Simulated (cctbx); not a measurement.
# Tm2ZrPt2 across an absorption edge

Space group P4_2/mnm (no. 136), a = 7.2730 Å, b = 7.2730 Å, c = 7.2590 Å, α = 90.00°, β = 90.00°, γ = 90.00°.

```
atom  mult.       x       y       z  Ueq (Å²)
 Pt1      8  0.3662  0.6338  0.7621    0.0169
 Tm1      4  0.1564  0.8436       0    0.0194
 Tm2      4  0.1775  0.8225     1/2    0.0200
 Zr1      4       0     1/2     1/4    0.0100
```

This is a model crystal, built by substitution and not relaxed, with assumed displacement parameters.

Calculated with cctbx: free-atom f′ and f″ from the Sasaki tables, no fine structure; amplitudes in electrons.

| E (eV) | F 1 2 0 | F 2 2 1 | F 1 2 1 | F 1 2 2 |
| --- | --- | --- | --- | --- |
| 10964 | 46.8 | 77.4 | 15.3 | 615.7 |
| 11314 | 39.3 | 76.9 | 15.3 | 609.1 |
| 11444 | 37.1 | 76.2 | 15.3 | 602.4 |
| 11504 | 37.3 | 75.5 | 15.2 | 595.4 |
| 11534 | 39.4 | 74.8 | 15.1 | 588.1 |
| 11549 | 42.9 | 74.0 | 15.1 | 580.8 |
| 11556 | 46.9 | 73.4 | 15.0 | 574.2 |
| 11560 | 51.9 | 72.7 | 14.9 | 567.1 |
| 11568 | 39.6 | 73.0 | 15.0 | 570.6 |
| 11572 | 30.9 | 73.9 | 15.1 | 578.9 |
| 11579 | 23.3 | 74.6 | 15.1 | 586.1 |
| 11594 | 15.2 | 75.4 | 15.2 | 594.0 |
| 11624 | 7.2 | 76.2 | 15.3 | 601.9 |
| 11714 | 2.9 | 77.3 | 15.4 | 612.5 |
| 11964 | 12.2 | 78.6 | 15.6 | 623.8 |

**Question.** Which edge is crossed, and why do the reflections move as they do?

The L3 edge of Pt. The edge is at 11564 eV. f′ of Pt falls from -12.1 e at 11444 eV to -18.7 e at 4 eV below it, and f″ steps from 3.87 to 10.19 e across it. Over that approach |F| changes by +40 % (1 2 0), -5 % (2 2 1), -3 % (1 2 1) and -6 % (1 2 2): a reflection falls where Pt scatters in phase with the total and rises where it scatters against it; it hardly moves where the Pt term is small or cancels by symmetry. Above the edge the larger f″ enters the imaginary part, where it can add to or cancel the other atoms' f″. The structure is centrosymmetric, so Friedel mates stay equal.

[Logs are printed without paths, hosts, clocks, repeated set-up lines and the standing remarks that a program may print on its own settings, such as how far it seeks lower states.]
